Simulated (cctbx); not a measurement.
# What is wrong with this refinement?

Cell a = 5.0990 Å, b = 8.9090 Å, c = 9.9010 Å, α = 90.00°, β = 90.00°, γ = 90.00°; space group Cmmm (no. 65).

Simulated single-crystal data (cctbx): Cu Kα, λ = 1.54184 Å, to d = 0.83 Å, 70 % of the full sphere, strongest reflection 20000 counts, noise from counting, a 4 % proportional error and a noise floor of 4 counts (s.d.); no absorption.

An anisotropic refinement with weights 1/σ² prints:

```text
Rint 0.027, 73 unique reflections to 1.32 A
cycle     R1     wR2    GooF  max shift (A)
   1  0.0107  0.0268   1.254   0.02138
   2  0.0098  0.0218   1.018   0.00007
final R1 0.0098 wR2 0.0218 GooF 1.018  parameters 33  data/parameter 2.2
atom        x        y        z      Ueq    occ   su(xyz)  su(Uiso or U11)
Bi1    0.00000  0.00000  0.00000   0.0064  1.000  0.00000  0.0014
Bi2    0.00000  0.00000  0.33967   0.0047  1.000  0.00010  0.0012
Os1    0.75000  0.25000  0.50000   0.0044  1.000  0.00000  0.0017
Os2    0.00000  0.33643  0.00000   0.0052  1.000  0.00016  0.0013
Co1    0.50000  0.00000  0.50000   0.0070  1.000  0.00000  0.0044
Co2    0.25000  0.25000  0.19814   0.0073  1.000  0.00033  0.0039
Co3    0.50000  0.00000  0.79699   0.0091  1.000  0.00041  0.0035
B1     0.50000  0.16740  0.35035   0.0074  1.000  0.00331  0.0242  NPD
difference map: max 0.53 min -0.41 rms 0.15
Q1    0.0000  0.0000  0.1551    4    0.53  1.54 A from Bi1
Q2    0.0000  0.1266  0.5000    4    0.47  1.68 A from Os1
Q3    0.2059  0.3763  0.3376   16    0.41  1.13 A from B1
Q4    0.0000  0.3327  0.5000    4    0.36  1.47 A from Os1
Q5    0.0000  0.1799  0.3375    8    0.29  1.37 A from B1
Q6    0.1573  0.3924  0.0000    8    0.26  0.94 A from Os2
```

Q: Accept it or mend it, and why?

Mend it. The fault: data cut at low resolution. Against the right model at the same level, R1 goes from 0.0105 to 0.0098 and GooF from 0.90 to 1.02 and B1 goes non-positive-definite. The atoms are right, but there are too few data for the parameters: R1 flatters and the s.u.s grow. Data per parameter fall from 7.9 to 2.2.

The compound is Co7Bi3B4Os4. The right model at the same level gives:

```text
Rint 0.032, 262 unique reflections to 0.83 A
cycle     R1     wR2    GooF  max shift (A)
   1  0.0107  0.0263   0.948   0.00238
   2  0.0105  0.0251   0.904   0.00000
final R1 0.0105 wR2 0.0251 GooF 0.904  parameters 33  data/parameter 7.9
atom        x        y        z      Ueq    occ   su(xyz)  su(Uiso or U11)
Bi1    0.00000  0.00000  0.00000   0.0049  1.000  0.00000  0.0002
Bi2    0.00000  0.00000  0.33960   0.0036  1.000  0.00003  0.0002
Os1    0.75000  0.25000  0.50000   0.0036  1.000  0.00000  0.0002
Os2    0.00000  0.33637  0.00000   0.0038  1.000  0.00004  0.0002
Co1    0.50000  0.00000  0.50000   0.0070  1.000  0.00000  0.0010
Co2    0.25000  0.25000  0.19862   0.0064  1.000  0.00013  0.0006
Co3    0.50000  0.00000  0.79703   0.0066  1.000  0.00016  0.0008
B1     0.50000  0.16685  0.34823   0.0092  1.000  0.00091  0.0045
difference map: max 1.02 min -0.91 rms 0.25
Q1    0.1198  0.0000  0.4091    8    1.08  0.92 A from Bi2
Q2    0.0000  0.0798  0.5000    4    0.90  1.74 A from Bi2
Q3    0.0000  0.1636  0.3257    8    0.87  1.46 A from Bi2
Q4    0.0683  0.0000  0.1373    8    0.82  1.40 A from Bi1
Q5    0.1238  0.3567  0.4219   16    0.81  0.99 A from B1
Q6    0.0961  0.0000  0.2268    8    0.76  1.22 A from Bi2
```

The model is made up (kin elements in a known structure type, no relaxation), so it says nothing on whether the phase exists.

[Middle refinement cycles are left out of these outputs.]

[Logs are printed without paths, hosts, clocks, repeated set-up lines and the standing remarks that a program may print on its own settings, such as how far it seeks lower states.]
